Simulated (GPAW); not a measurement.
Consider KMgF3 (Pm-3m).

```xyz
5
Lattice="3.9859 0.0000 0.0000 0.0000 3.9859 0.0000 0.0000 0.0000 3.9859" Properties=species:S:1:pos:R:3 pbc="T T T"
K     1.9929    1.9929    1.9929
Mg    0.0000    0.0000    0.0000
F     0.0000    0.0000    1.9929
F     0.0000    1.9929    0.0000
F     1.9929    0.0000    0.0000
```

Absorber: atom 1, with 12 F at 2.82 Å (cuboctahedral, site symmetry m-3m). Method: GPAW, LDA, full core hole (charged cell), 10-atom cell with 5.6 Å between holes, 6×6×6 k points, dipole transitions, Gaussian full width 0.9 eV up to 4 eV, rising linearly to 3.5 eV at 25 eV.

Predict the near-edge structure at the K K edge.

Main maxima up to 29 eV above the zero (height): 4.9 eV (2.52), 8.6 eV (2.49), 17.5 eV (1.19) and 22.1 eV (0.79). A K edge sees empty p states on the absorber. The total-energy difference plus the lowest empty eigenvalue puts the zero at 3612.56 eV. One term is added: -19.73 eV, since the hole is spin-paired here and a spin-polarised one costs that much less in the free atom (computed apart). The photon energy is then 3592.83 eV. The tabulated edge of the element is 3608.4 eV. The functional and the charged cell's background leave an error in such absolute values: in the free atom LDA prices this hole 11.1 eV below PBE (computed apart), and PBE is itself good to a few eV.

The K K spectrum (energy from the lowest empty level; intensity scaled to a mean of 1 over the first 20 eV):

| E (eV) | intensity |
| --- | --- |
| -2.0 | 0.00 |
| -1.5 | 0.00 |
| -1.0 | 0.00 |
| -0.5 | 0.00 |
| 0.0 | 0.01 |
| 0.5 | 0.03 |
| 1.0 | 0.11 |
| 1.5 | 0.25 |
| 2.0 | 0.27 |
| 2.5 | 0.26 |
| 3.0 | 0.34 |
| 3.5 | 0.85 |
| 4.0 | 1.36 |
| 4.5 | 2.13 |
| 5.0 | 2.44 |
| 5.5 | 1.34 |
| 6.0 | 0.61 |
| 6.5 | 0.89 |
| 7.0 | 1.52 |
| 7.5 | 1.96 |
| 8.0 | 2.25 |
| 8.5 | 2.48 |
| 9.0 | 2.38 |
| 9.5 | 2.04 |
| 10.0 | 1.63 |
| 10.5 | 1.21 |
| 11.0 | 0.86 |
| 11.5 | 0.64 |
| 12.0 | 0.52 |
| 12.5 | 0.46 |
| 13.0 | 0.43 |
| 13.5 | 0.42 |
| 14.0 | 0.43 |
| 14.5 | 0.46 |
| 15.0 | 0.52 |
| 15.5 | 0.63 |
| 16.0 | 0.79 |
| 16.5 | 0.97 |
| 17.0 | 1.13 |
| 17.5 | 1.19 |
| 18.0 | 1.14 |
| 18.5 | 1.00 |
| 19.0 | 0.84 |
| 19.5 | 0.73 |
| 20.0 | 0.69 |
| 20.5 | 0.70 |
| 21.0 | 0.74 |
| 21.5 | 0.77 |
| 22.0 | 0.79 |
| 22.5 | 0.78 |
| 23.0 | 0.75 |
| 23.5 | 0.70 |
| 24.0 | 0.64 |
| 24.5 | 0.57 |
| 25.0 | 0.51 |
| 25.5 | 0.45 |
| 26.0 | 0.40 |
| 26.5 | 0.36 |
| 27.0 | 0.34 |
| 27.5 | 0.32 |
| 28.0 | 0.33 |
| 28.5 | 0.36 |
| 29.0 | 0.42 |
| 29.5 | 0.51 |
| 30.0 | 0.64 |

The holes are only 5.6 Å apart, so the shape is probably not converged with cell size; no larger cell was run here. The mesh is coarse (0.26 Å⁻¹ between points), so small maxima may be mesh ripples. The structure is a published determination, not relaxed.

[Banner, clock and machine lines of the logs are left out without a mark of their own.]

[Logs are printed without paths, hosts, clocks, repeated set-up lines and the standing remarks that a program may print on its own settings, such as how far it seeks lower states.]

[Hosts, paths, dates, database ids (printed as entryN), source tags and the programs' standing remarks are cut or masked in the printed files.]

[Lists of maxima count a maximum above −3 eV only where it reaches 4 % of the highest in the window and stands out from its surroundings by 2 % of it (1.5 % where it reaches 55 %); shoulders and weaker maxima are passed over, and of the rest the first, up to two pre-edge ones and the few strongest are named.]
